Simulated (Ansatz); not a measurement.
# Si on Ni(100): change of the work function, part 2 of 4

Aim: the work function of Ni(100) at several coverages of Si (hollow site), and the dipole that each adsorbate carries.

Ansatz 0.2.0; plane-wave DFT, PBE, Ansatz PAW.

So far, work function, upper face (eV): step 2 (the clean slab) 4.88.

## (3) Adsorbate added, k-mesh 4×4×1, coverage 0.111 ML

System of this step: Si/Ni(100). The cell holds 37 atoms: 36 Ni and 1 Si. Its edges and angles: a = 7.467 Å, b = 7.467 Å, c = 24.897 Å, α = 90.0°, β = 90.0°, γ = 90.0°. Vacuum lies along c.

The clean slab as it ended is repeated in the plane and the adsorbate is set on one face; the cell's size fixes the coverage, and the k-mesh shrinks with it to keep the sampling density about even. Adsorbate and upper layers relax, since the dipole depends on the height.

Contents of input.yaml:

```yaml
crystal:
  lattice:
    - [7.4670476094, 0.0, 0.0]
    - [0.0, 7.4670476094, 0.0]
    - [0.0, 0.0, 24.8973126539]
  atoms:
    - { symbol: Ni, position: [0.1666666667, 0.1666666667, 0.3614847966], spin: 0.76 }
    - { symbol: Ni, position: [0.0, 0.0, 0.4321751568], spin: 0.69 }
    - { symbol: Ni, position: [0.1666666667, 0.1666666667, 0.5037551102], spin: 0.7 }
    - { symbol: Ni, position: [0.0, 0.0, 0.5717733824], spin: 0.76 }
    - { symbol: Ni, position: [0.1666666667, 0.5, 0.3614847966], spin: 0.76 }
    - { symbol: Ni, position: [0.0, 0.3333333333, 0.4321751568], spin: 0.69 }
    - { symbol: Ni, position: [0.1666666667, 0.5, 0.5037551102], spin: 0.7 }
    - { symbol: Ni, position: [0.0, 0.3333333333, 0.5717733824], spin: 0.76 }
    - { symbol: Ni, position: [0.1666666667, 0.8333333333, 0.3614847966], spin: 0.76 }
    - { symbol: Ni, position: [0.0, 0.6666666667, 0.4321751568], spin: 0.69 }
    - { symbol: Ni, position: [0.1666666667, 0.8333333333, 0.5037551102], spin: 0.7 }
    - { symbol: Ni, position: [0.0, 0.6666666667, 0.5717733824], spin: 0.76 }
    - { symbol: Ni, position: [0.5, 0.1666666667, 0.3614847966], spin: 0.76 }
    - { symbol: Ni, position: [0.3333333333, 0.0, 0.4321751568], spin: 0.69 }
    - { symbol: Ni, position: [0.5, 0.1666666667, 0.5037551102], spin: 0.7 }
    - { symbol: Ni, position: [0.3333333333, 0.0, 0.5717733824], spin: 0.76 }
    - { symbol: Ni, position: [0.5, 0.5, 0.3614847966], spin: 0.76 }
    - { symbol: Ni, position: [0.3333333333, 0.3333333333, 0.4321751568], spin: 0.69 }
    - { symbol: Ni, position: [0.5, 0.5, 0.5037551102], spin: 0.7 }
    - { symbol: Ni, position: [0.3333333333, 0.3333333333, 0.5717733824], spin: 0.76 }
    - { symbol: Ni, position: [0.5, 0.8333333333, 0.3614847966], spin: 0.76 }
    - { symbol: Ni, position: [0.3333333333, 0.6666666667, 0.4321751568], spin: 0.69 }
    - { symbol: Ni, position: [0.5, 0.8333333333, 0.5037551102], spin: 0.7 }
    - { symbol: Ni, position: [0.3333333333, 0.6666666667, 0.5717733824], spin: 0.76 }
    - { symbol: Ni, position: [0.8333333333, 0.1666666667, 0.3614847966], spin: 0.76 }
    - { symbol: Ni, position: [0.6666666667, 0.0, 0.4321751568], spin: 0.69 }
    - { symbol: Ni, position: [0.8333333333, 0.1666666667, 0.5037551102], spin: 0.7 }
    - { symbol: Ni, position: [0.6666666667, 0.0, 0.5717733824], spin: 0.76 }
    - { symbol: Ni, position: [0.8333333333, 0.5, 0.3614847966], spin: 0.76 }
    - { symbol: Ni, position: [0.6666666667, 0.3333333333, 0.4321751568], spin: 0.69 }
    - { symbol: Ni, position: [0.8333333333, 0.5, 0.5037551102], spin: 0.7 }
    - { symbol: Ni, position: [0.6666666667, 0.3333333333, 0.5717733824], spin: 0.76 }
    - { symbol: Ni, position: [0.8333333333, 0.8333333333, 0.3614847966], spin: 0.76 }
    - { symbol: Ni, position: [0.6666666667, 0.6666666667, 0.4321751568], spin: 0.69 }
    - { symbol: Ni, position: [0.8333333333, 0.8333333333, 0.5037551102], spin: 0.7 }
    - { symbol: Ni, position: [0.6666666667, 0.6666666667, 0.5717733824], spin: 0.76 }
    - { symbol: Si, position: [0.1666666667, 0.1666666667, 0.6385152034] }
magnetization:
  spin_polarized: true
kpoints:
  mp_grid: { grid: [4, 4, 1] }
hamiltonian:
  xc: pbe
scf:
  occupations: { method: fermi_dirac, width: 0.1 }
  convergence: { dr2_threshold: 1.0e-08 }
efield:
  axis: 3
  dipole_correction: true
  ramp_position: 0.97
  ramp_width: 0.06
relax:
  f_tol: 0.02
  max_steps: 60
  constraints:
    - { sites: [0, 1, 4, 5, 8, 9, 12, 13, 16, 17, 20, 21, 24, 25, 28, 29, 32, 33] }
output:
  write_potential: true
  write_density: true
  volumetric_format: npy
```

The run is started by

```bash
$ ansatz run input.yaml --threads 8 --pin off --max-ram 16384MiB --backend cpu --events-out ev --progress --plain --runs-dir out
```

Numbers of over 12 decimals in the logs are rounded to 6 here.

Log:

```text
[...]
Crystal: 37 atoms, lattice volume = 1388.194 Å³
Basis set: ecut = 420 eV, 27155 PW (Γ), exchange–correlation on 100×100×360 points (8 copies of the dense FFT grid, shifted against one another)
Bands: 407, of which v1, the nominal top of the filled ones, is band 326 counted from 1 (325 counted from 0)
Symmetry: 8 space group operations
k-points: 6 of 16
[...]
Starting moments: Σ|m| = 26.19 μB on 36 of 37 sites
[...]
SCF iter   1: F=—  HF=-210816.266319 eV  |F-HF|=—  |Δ(HF+E_count)|=         —  Δρ=2.22e-2 (↑1.32e-2 ↓2.22e-2)  dr2=3.74e1  dr2_m=1.92e0  M=27.205 μB ∫|m|=28.501 μB  β_m=1.00  ethr=3.10e-3  p=-0.000 e·Å  D=-2.88e-6 V/Å  ΔV_dip=0.00 eV  dr2_dipole=8.65e-2  V_vac-E_F(+/−)=7.10/7.10 eV  ⟨swp⟩=10.5  Hψ=25269  notcnv=0  defer=363
[...]
SCF iter  19: F=-210851.985035 eV  HF=-210851.985035 eV  |F-HF|=1.22e-9  |Δ(HF+E_count)|=   7.48e-9  Δρ=4.71e-7 (↑1.48e-7 ↓4.71e-7)  dr2=5.75e-9  dr2_m=4.17e-10  M=23.362 μB ∫|m|=26.719 μB  ethr=1.00e-12  p=-0.004 e·Å  D=-4.66e-4 V/Å  ΔV_dip=0.01 eV  dr2_dipole=1.10e-10  V_vac-E_F(+/−)=4.90/4.88 eV  ⟨swp⟩=6.1  Hψ=30516  notcnv=0
SCF 1 converged in 19 iterations: F = -210851.985035 eV  dr2 = 5.75e-9
[...]
relax step   1: F+E_penalty+E_count = -210851.98503475 eV  Δ(F+E_penalty+E_count) = +0.000e0 eV  max|allowed force component| = 1.841e0 eV/Å  Δτ_max = 0.0000 Å  (19 SCF iters, accepted)
[...]
SCF iter  15: F=-210852.164523 eV  HF=-210852.164523 eV  |F-HF|=1.46e-9  |Δ(HF+E_count)|=   2.10e-9  Δρ=2.91e-7 (↑1.77e-7 ↓2.91e-7)  dr2=1.62e-9  dr2_m=2.73e-10  M=23.286 μB ∫|m|=26.576 μB  ethr=1.00e-12  p=-0.004 e·Å  D=-5.29e-4 V/Å  ΔV_dip=0.01 eV  dr2_dipole=4.53e-11  V_vac-E_F(+/−)=4.90/4.89 eV  ⟨swp⟩=6.2  Hψ=29387  notcnv=0
SCF 2 converged in 15 iterations: F = -210852.164523 eV  dr2 = 1.62e-9
relax step   2: F+E_penalty+E_count = -210852.16452264 eV  Δ(F+E_penalty+E_count) = -1.795e-1 eV  max|allowed force component| = 1.261e0 eV/Å  Δτ_max = 0.0981 Å  (15 SCF iters, accepted)
SCF iter   1: F=—  HF=-210852.338243 eV  |F-HF|=—  |Δ(HF+E_count)|=         —  Δρ=2.26e-3 (↑1.79e-3 ↓2.26e-3)  dr2=1.41e-1  dr2_m=3.42e-2  M=23.125 μB ∫|m|=26.377 μB  β_m=1.00  ethr=2.19e-4  p=-0.004 e·Å  D=-5.30e-4 V/Å  ΔV_dip=0.01 eV  dr2_dipole=1.08e-2  V_vac-E_F(+/−)=4.91/4.89 eV  ⟨swp⟩=5.2  Hψ=13770  notcnv=0  defer=528
[...]
SCF iter  14: F=-210852.313759 eV  HF=-210852.313759 eV  |F-HF|=4.54e-9  |Δ(HF+E_count)|=   6.00e-9  Δρ=3.26e-7 (↑1.81e-7 ↓3.26e-7)  dr2=3.66e-9  dr2_m=3.09e-10  M=23.048 μB ∫|m|=26.265 μB  ethr=1.00e-12  p=-0.000 e·Å  D=-6.37e-5 V/Å  ΔV_dip=0.00 eV  dr2_dipole=6.08e-10  V_vac-E_F(+/−)=4.89/4.89 eV  ⟨swp⟩=6.1  Hψ=29017  notcnv=0
SCF 3 converged in 14 iterations: F = -210852.313759 eV  dr2 = 3.66e-9
relax step   3: F+E_penalty+E_count = -210852.31375929 eV  Δ(F+E_penalty+E_count) = -1.492e-1 eV  max|allowed force component| = 1.919e-1 eV/Å  Δτ_max = 0.1921 Å  (14 SCF iters, accepted)
[...]
relax step   4: F+E_penalty+E_count = -210852.32530835 eV  Δ(F+E_penalty+E_count) = -1.155e-2 eV  max|allowed force component| = 7.882e-2 eV/Å  Δτ_max = 0.0264 Å  (12 SCF iters, accepted)
[...]
relax step   5: F+E_penalty+E_count = -210852.32490077 eV  Δ(F+E_penalty+E_count) = +4.076e-4 eV  max|allowed force component| = 8.934e-2 eV/Å  Δτ_max = 0.0312 Å  (13 SCF iters, rejected (line search))
SCF iter   1: F=—  HF=-210852.327823 eV  |F-HF|=—  |Δ(HF+E_count)|=         —  Δρ=3.16e-4 (↑2.15e-4 ↓3.16e-4)  dr2=2.71e-3  dr2_m=3.26e-4  M=23.041 μB ∫|m|=26.258 μB  β_m=1.00  ethr=2.97e-6  p=-0.002 e·Å  D=-3.13e-4 V/Å  ΔV_dip=0.01 eV  dr2_dipole=3.19e-4  V_vac-E_F(+/−)=4.90/4.89 eV  ⟨swp⟩=3.6  Hψ=10742  notcnv=0  defer=552
[...]
SCF iter  15: F=-210852.326143 eV  HF=-210852.326143 eV  |F-HF|=3.23e-9  |Δ(HF+E_count)|=  3.20e-10  Δρ=3.22e-7 (↑3.21e-8 ↓3.22e-7)  dr2=4.33e-9  dr2_m=2.92e-10  M=23.045 μB ∫|m|=26.265 μB  ethr=1.00e-12  p=-0.003 e·Å  D=-3.61e-4 V/Å  ΔV_dip=0.01 eV  dr2_dipole=9.24e-10  V_vac-E_F(+/−)=4.90/4.89 eV  ⟨swp⟩=5.8  Hψ=24887  notcnv=0
SCF 6 converged in 15 iterations: F = -210852.326143 eV  dr2 = 4.33e-9
relax step   6: F+E_penalty+E_count = -210852.32614320 eV  Δ(F+E_penalty+E_count) = -8.349e-4 eV  max|allowed force component| = 4.153e-3 eV/Å  Δτ_max = 0.0133 Å  (15 SCF iters, accepted)
NSCF: frozen V_eff on 6 k-points
[...]
SCF converged after 15 iterations
Magnetization: 23.0452 μB (337.5226 up, 314.4774 down)
Absolute magnetization: 26.2901 μB (∫|ρ↑−ρ↓|, with the PAW one-centre terms)
[...]
Per-site moments (μB) at R_I (Å): [(0.747831, 1.026719), (0.695541, 1.026719), (0.713383, 1.025306), (0.422028, 0.921376), (0.757701, 1.026719), (0.695541, 1.026719), (0.663741, 1.007662), (0.422028, 0.921376), (0.757701, 1.026719), (0.683522, 1.026719), (0.663741, 1.007662), (0.719966, 1.007662), (0.757701, 1.026719), (0.695541, 1.026719), (0.663741, 1.007662), (0.422028, 0.921376), (0.766327, 1.026719), (0.695541,  [...]
Free energy (F): -210852.326143 eV
[...]
Internal energy: -210850.205080 eV  (E = F + TS)
E sigma→0 (E₀):  -210851.265612 eV
Entropy (-TS):   -2.121063 eV (-57.326 meV/atom)
Fermi energy:    1.811392 eV
Dipole field:    D = -0.000345 V/Å  (p = -0.002648 e·Å, saw-weighted, corrected)
Work function:   Φ+ = 4.8998 eV   Φ− = 4.8912 eV
[...]
--- Forces (eV/Å), atoms counted from 1 ---
  atom   1  Ni     0.00000000     0.00000000     0.32347850
  atom   2  Ni     0.02451366     0.02451366    -0.27876478
  atom   3  Ni    -0.00000000     0.00000000    -0.00330034
  atom   4  Ni    -0.00064418    -0.00064418    -0.00238943
  atom   5  Ni     0.00000000     0.00691801     0.32189528
  atom   6  Ni     0.02451366    -0.02451366    -0.27876478
  atom   7  Ni     0.00000000     0.00099037     0.00414413
  atom   8  Ni    -0.00064418     0.00064418    -0.00238943
  atom   9  Ni     0.00000000    -0.00691801     0.32189528
  atom  10  Ni     0.02815702     0.00000000    -0.33215268
  atom  11  Ni     0.00000000    -0.00099037     0.00414413
  atom  12  Ni     0.00087641     0.00000000    -0.00381112
  atom  13  Ni     0.00691801     0.00000000     0.32189528
  atom  14  Ni    -0.02451366     0.02451366    -0.27876478
  atom  15  Ni     0.00099037     0.00000000     0.00414413
  atom  16  Ni     0.00064418    -0.00064418    -0.00238943
  atom  17  Ni    -0.00121657    -0.00121657     0.33490413
  atom  18  Ni    -0.02451366    -0.02451366    -0.27876478
  atom  19  Ni    -0.00137199    -0.00137199     0.00415347
  atom  20  Ni     0.00064418     0.00064418    -0.00238943
  atom  21  Ni    -0.00121657     0.00121657     0.33490413
  atom  22  Ni    -0.02815702     0.00000000    -0.33215268
  atom  23  Ni    -0.00137199     0.00137199     0.00415347
  atom  24  Ni    -0.00087641     0.00000000    -0.00381112
  atom  25  Ni    -0.00691801     0.00000000     0.32189528
  atom  26  Ni     0.00000000     0.02815702    -0.33215268
  atom  27  Ni    -0.00099037     0.00000000     0.00414413
  atom  28  Ni     0.00000000     0.00087641    -0.00381112
  atom  29  Ni     0.00121657    -0.00121657     0.33490413
  atom  30  Ni     0.00000000    -0.02815702    -0.33215268
  atom  31  Ni     0.00137199    -0.00137199     0.00415347
  atom  32  Ni     0.00000000    -0.00087641    -0.00381112
  atom  33  Ni     0.00121657     0.00121657     0.33490413
  atom  34  Ni    -0.00000000     0.00000000    -0.51068638
  atom  35  Ni     0.00137199     0.00137199     0.00415347
  atom  36  Ni     0.00000000     0.00000000    -0.00071220
  atom  37  Si     0.00000000     0.00000000    -0.00075165
  max |Σ_I F_I| component: 5.60e-5 eV/Å
--- Band table (eV; the first three rows and the last of 12) ---
  k-point 0 ↑: bands = [... 322 lower, 1.1382, 1.1429, 1.1619, 1.1941, 1.1941, 1.2195, 1.2212, 1.2552, ... 77 higher]
  k-point 1 ↑: bands = [... 322 lower, 1.1852, 1.1988, 1.2020, 1.2143, 1.2205, 1.2310, 1.2414, 1.2417, ... 77 higher]
  k-point 2 ↑: bands = [... 322 lower, 1.1850, 1.2016, 1.2061, 1.2102, 1.2323, 1.2351, 1.2931, 1.2953, ... 77 higher]
  k-point 5 ↓: bands = [... 322 lower, 1.9886, 2.0015, 2.0115, 2.0650, 2.0650, 2.1099, 2.1168, 2.1937, ... 77 higher]
--- Relaxed structure (6 steps of the walk, 5 accepted, 0 SCFs on fresh bases) ---
  F+E_penalty+E_count = -210852.32614320 eV   max|allowed force component| = 4.153e-3 eV/Å
  atoms:
    - { symbol: Ni, position: [0.166667, 0.166667, 0.361485] }
    - { symbol: Ni, position: [1.6666659794015235e-11, 1.6666659794015235e-11, 0.432175] }
    - { symbol: Ni, position: [0.166667, 0.166667, 0.504452] }
    - { symbol: Ni, position: [-0.00540367, -0.00540367, 0.574091] }
    - { symbol: Ni, position: [0.166667, 0.500000, 0.361485] }
    - { symbol: Ni, position: [1.6666659794015235e-11, 0.333333, 0.432175] }
    - { symbol: Ni, position: [0.166667, 0.499533, 0.503736] }
    - { symbol: Ni, position: [-0.00540367, 0.338737, 0.574091] }
    - { symbol: Ni, position: [0.166667, 0.833333, 0.361485] }
    - { symbol: Ni, position: [1.6666659794015235e-11, 0.666667, 0.432175] }
    - { symbol: Ni, position: [0.166667, 0.833801, 0.503736] }
    - { symbol: Ni, position: [-0.000505006, 0.666667, 0.571562] }
    - { symbol: Ni, position: [0.500000, 0.166667, 0.361485] }
    - { symbol: Ni, position: [0.333333, 1.6666659794015235e-11, 0.432175] }
    - { symbol: Ni, position: [0.499533, 0.166667, 0.503736] }
    - { symbol: Ni, position: [0.338737, -0.00540367, 0.574091] }
    - { symbol: Ni, position: [0.500000, 0.500000, 0.361485] }
    - { symbol: Ni, position: [0.333333, 0.333333, 0.432175] }
    - { symbol: Ni, position: [0.500495, 0.500495, 0.503015] }
    - { symbol: Ni, position: [0.338737, 0.338737, 0.574091] }
    - { symbol: Ni, position: [0.500000, 0.833333, 0.361485] }
    - { symbol: Ni, position: [0.333333, 0.666667, 0.432175] }
    - { symbol: Ni, position: [0.500495, 0.832838, 0.503015] }
    - { symbol: Ni, position: [0.333838, 0.666667, 0.571562] }
    - { symbol: Ni, position: [0.833333, 0.166667, 0.361485] }
    - { symbol: Ni, position: [0.666667, 1.6666659794015235e-11, 0.432175] }
    - { symbol: Ni, position: [0.833801, 0.166667, 0.503736] }
    - { symbol: Ni, position: [0.666667, -0.000505006, 0.571562] }
    - { symbol: Ni, position: [0.833333, 0.500000, 0.361485] }
    - { symbol: Ni, position: [0.666667, 0.333333, 0.432175] }
    - { symbol: Ni, position: [0.832838, 0.500495, 0.503015] }
    - { symbol: Ni, position: [0.666667, 0.333838, 0.571562] }
    - { symbol: Ni, position: [0.833333, 0.833333, 0.361485] }
    - { symbol: Ni, position: [0.666667, 0.666667, 0.432175] }
    - { symbol: Ni, position: [0.832838, 0.832838, 0.503015] }
    - { symbol: Ni, position: [0.666667, 0.666667, 0.571378] }
    - { symbol: Si, position: [0.166667, 0.166667, 0.626266] }
```

It took 22 min on 8 threads of Arm Neoverse V2, shared host; peak memory 12 GiB.

The steps of the relaxation:

| step | energy less that of the first step (eV) | largest force component (eV/Å) |
| --- | --- | --- |
| 1 | 0.0000 | 1.8408 |
| 2 | -0.1795 | 1.2609 |
| 3 | -0.3287 | 0.1919 |
| 4 | -0.3403 | 0.0788 |
| 5 | -0.3399 | 0.0893 |
| 6 | -0.3411 | 0.0042 |

Relaxation step 5 was tried and not accepted.

Forces are held to the 8 operations that the run works with; a distortion that breaks them can't arise in this run.

The atoms that moved most (Å):

| atom | dx | dy | dz | length |
| --- | --- | --- | --- | --- |
| Si37 | 0.000 | 0.000 | -0.305 | 0.305 |
| Ni4 | -0.040 | -0.040 | 0.058 | 0.081 |
| Ni16 | 0.040 | -0.040 | 0.058 | 0.081 |
| Ni8 | -0.040 | 0.040 | 0.058 | 0.081 |
| Ni20 | 0.040 | 0.040 | 0.058 | 0.081 |
| Ni19 | 0.004 | 0.004 | -0.018 | 0.019 |
| Ni31 | -0.004 | 0.004 | -0.018 | 0.019 |
| Ni23 | 0.004 | -0.004 | -0.018 | 0.019 |

The relaxed structure:

```xyz
37
Lattice="7.4670 0.0000 0.0000 0.0000 7.4670 0.0000 0.0000 0.0000 24.8973" Properties=species:S:1:pos:R:3
Ni    1.2445    1.2445    9.0000
Ni    0.0000    0.0000   10.7600
Ni    1.2445    1.2445   12.5595
Ni   -0.0403   -0.0403   14.2933
Ni    1.2445    3.7335    9.0000
Ni    0.0000    2.4890   10.7600
Ni    1.2445    3.7300   12.5417
Ni   -0.0403    2.5294   14.2933
Ni    1.2445    6.2225    9.0000
Ni    0.0000    4.9780   10.7600
Ni    1.2445    6.2260   12.5417
Ni   -0.0038    4.9780   14.2304
Ni    3.7335    1.2445    9.0000
Ni    2.4890    0.0000   10.7600
Ni    3.7300    1.2445   12.5417
Ni    2.5294   -0.0403   14.2933
Ni    3.7335    3.7335    9.0000
Ni    2.4890    2.4890   10.7600
Ni    3.7372    3.7372   12.5237
Ni    2.5294    2.5294   14.2933
Ni    3.7335    6.2225    9.0000
Ni    2.4890    4.9780   10.7600
Ni    3.7372    6.2188   12.5237
Ni    2.4928    4.9780   14.2304
Ni    6.2225    1.2445    9.0000
Ni    4.9780    0.0000   10.7600
Ni    6.2260    1.2445   12.5417
Ni    4.9780   -0.0038   14.2304
Ni    6.2225    3.7335    9.0000
Ni    4.9780    2.4890   10.7600
Ni    6.2188    3.7372   12.5237
Ni    4.9780    2.4928   14.2304
Ni    6.2225    6.2225    9.0000
Ni    4.9780    4.9780   10.7600
Ni    6.2188    6.2188   12.5237
Ni    4.9780    4.9780   14.2258
Si    1.2445    1.2445   15.5923
```

Numbers from this step:

| Quantity | Value |
| --- | --- |
| energy at zero smearing | -210851.2656 eV |
| total moment | 23.05 μB |
| work function, upper face | 4.900 eV |
| dipole along the normal | -0.002648 e·Å |

Running mean over 1.76 Å of the planar mean; the ramp of the sawtooth is left out. Table of electron's electrostatic potential energy less the Fermi level by z:

| z (Å) | electron's electrostatic potential energy less the Fermi level (eV) |
| --- | --- |
| 3.5 | 4.89 |
| 4.0 | 4.89 |
| 4.5 | 4.89 |
| 5.0 | 4.89 |
| 5.5 | 4.88 |
| 6.0 | 4.85 |
| 6.5 | 4.75 |
| 7.0 | 4.39 |
| 7.5 | 2.94 |
| 8.0 | -1.71 |
| 8.5 | -7.37 |
| 9.0 | -9.87 |
| 9.5 | -10.2 |
| 10.0 | -10.3 |
| 10.5 | -10.3 |
| 11.0 | -10.3 |
| 11.5 | -10.2 |
| 12.0 | -10.2 |
| 12.5 | -10.4 |
| 13.0 | -10.6 |
| 13.5 | -10.7 |
| 14.0 | -10.4 |
| 14.5 | -9.66 |
| 15.0 | -5.93 |
| 15.5 | -0.485 |
| 16.0 | 2.53 |
| 16.5 | 3.76 |
| 17.0 | 4.50 |
| 17.5 | 4.79 |
| 18.0 | 4.87 |
| 18.5 | 4.89 |
| 19.0 | 4.90 |
| 19.5 | 4.90 |
| 20.0 | 4.90 |
| 20.5 | 4.90 |
| 21.0 | 4.90 |
| 21.5 | 4.90 |

Site moment by element, in μB:

| element | atoms | mean | spread (r.m.s.) | least | largest |
| --- | --- | --- | --- | --- | --- |
| Ni | 36 | 0.678 | 0.097 | 0.422 | 0.766 |
| Si | 1 | -0.014 | 0.000 | -0.014 | -0.014 |

The atoms farthest from the mean of their element:

| atom | x, y, z (Å) | site moment (μB) |
| --- | --- | --- |
| Ni4 | -0.04, -0.04, 14.29 | 0.422 |
| Ni20 | 2.53, 2.53, 14.29 | 0.422 |
| Ni16 | 2.53, -0.04, 14.29 | 0.422 |
| Ni8 | -0.04, 2.53, 14.29 | 0.422 |
| Ni33 | 6.22, 6.22, 9.00 | 0.766 |
| Ni17 | 3.73, 3.73, 9.00 | 0.766 |
| Ni21 | 3.73, 6.22, 9.00 | 0.766 |
| Ni29 | 6.22, 3.73, 9.00 | 0.766 |

The relaxation took 6 steps and lowered the energy by 0.34 eV; the largest force on the free atoms ends at 0.0042 eV/Å.

The covered face has 4.90 eV, +0.02 eV against the clean one; the bare back face has moved by +0.01 eV, a measure of how thin the slab is.

(Part 2 of 4 ends here.)

[Logs are printed without paths, hosts, clocks, repeated set-up lines and the standing remarks that a program may print on its own settings, such as how far it seeks lower states.]

[Hosts, paths, dates, database ids (printed as entryN), source tags and the programs' standing remarks are cut or masked in the printed files.]

[Maps of the electrostatic potential energy from Ansatz leave out the sawtooth potential of an applied field or a dipole correction, so their vacuum need not be flat; planar profiles and work functions include it.]
